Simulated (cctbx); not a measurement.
# Interatomic vectors of Ga6Sn5

Space group C2/m (no. 12), a = 19.9570 Å, b = 5.6920 Å, c = 8.5740 Å, α = 90.00°, β = 115.29°, γ = 90.00°, content Sn20 Ga24.

Simulated single-crystal data (cctbx): Mo Kα, λ = 0.71073 Å, to d = 0.7 Å, 80 % of the full sphere, strongest reflection 20000 counts, noise from counting, a 3 % proportional error and a noise floor of 8 counts (s.d.); no absorption.

Patterson synthesis from sharpened amplitudes, origin scaled to 1000:

```text
Patterson group C 1 2/m 1
      u       v       w   height  length (A)
  0.000   0.000   0.000   1000.0     0.00
  0.207   0.000   0.705    235.5     5.69
  0.214   0.500   0.928    224.7     5.38
  0.220   0.500   0.516    219.5     7.75
 -0.001   0.500   0.175    209.7     3.22
  0.000   0.500   0.000    201.6     2.85
  0.143   0.000   0.962    169.0     3.00
  0.066   0.258   0.465    168.0     3.91
  0.138   0.500   0.133    166.9     3.78
  0.194   0.500   0.695    166.8     6.21
  0.222   0.000   0.341    163.9     4.13
  0.067   0.242   0.663    154.2     3.92
  0.148   0.500   0.582    153.3     6.22
  0.072   0.000   0.378    152.9     2.93
```

Q: Assign the vectors.

A peak at u stands for all pairs with xi − xj = u, with weight Σ ZiZj against Σ Z² = 73064 at the origin. Peak heights follow these weights only roughly, since form factors, motion and series ripples differ, all vectors within 0.55 Å of a peak are counted as merged into it though the farther ones add only part of their weight, and F(000) is left out, which lowers the whole map:

| u | v | w | shortest length (Å) | height | 1000 ΣZiZj/ΣZ² | pairs in the cell |
| --- | --- | --- | --- | --- | --- | --- |
| 0.207 | 0.000 | 0.705 | 5.68 | 236 | 392 | 16 × Sn–Ga, 4 × Ga–Ga |
| 0.214 | 0.500 | 0.928 | 5.38 | 225 | 248 | 4 × Sn–Sn, 4 × Sn–Ga, 2 × Ga–Ga |
| 0.220 | 0.500 | 0.516 | 5.35 | 220 | 248 | 4 × Sn–Sn, 4 × Sn–Ga, 2 × Ga–Ga |
| -0.001 | 0.500 | 0.175 | 3.22 | 210 | 359 | 8 × Sn–Ga, 4 × Sn–Sn, 4 × Ga–Ga |
| 0.000 | 0.500 | 0.000 | 2.85 | 202 | 242 | 4 × Sn–Sn, 8 × Ga–Ga |
| 0.143 | 0.000 | 0.962 | 3.01 | 169 | 238 | 8 × Sn–Ga, 2 × Sn–Sn |
| 0.066 | 0.258 | 0.465 | 3.91 | 168 | 189 | 4 × Sn–Sn, 4 × Ga–Ga |
| 0.138 | 0.500 | 0.133 | 3.78 | 167 | 189 | 4 × Sn–Sn, 4 × Ga–Ga |
| 0.194 | 0.500 | 0.695 | 5.52 | 167 | 170 | 8 × Sn–Ga |
| 0.222 | 0.000 | 0.341 | 4.14 | 164 | 189 | 4 × Sn–Sn, 4 × Ga–Ga |

The table stops at ten peaks or at a height of 45, below which ripples compete. In the model behind the data Sn, the heaviest element, has 5 independent sites: (0, 0.7609, 0), (0.4310, 0, 0.5278), (0.0696, 0, 0.6604), (0.2119, 0, 0.4032) and (0.2928, 0, 0.9993), up to an allowed shift of origin; the Sn–Sn vectors are differences of these positions and their symmetry mates. The whole model:

```
atom  mult.       x       y       z  Ueq (Å²)
 Sn1      4       0  0.7609       0    0.0029
 Sn2      4  0.4310       0  0.5278    0.0041
 Sn3      4  0.0696       0  0.6604    0.0029
 Sn4      4  0.2119       0  0.4032    0.0042
 Sn5      4  0.2928       0  0.9993    0.0034
 Ga1      8  0.1934  0.2502  0.6952    0.0041
 Ga2      4  0.0631       0  0.3199    0.0054
 Ga3      4  0.4408       0  0.1999    0.0044
 Ga4      4  0.3613       0  0.7466    0.0053
 Ga5      4  0.1441       0  0.0294    0.0044
```

The model is made up (kin elements in a known structure type, no relaxation), so it says nothing on whether the phase exists.

[Logs are printed without paths, hosts, clocks, repeated set-up lines and the standing remarks that a program may print on its own settings, such as how far it seeks lower states.]
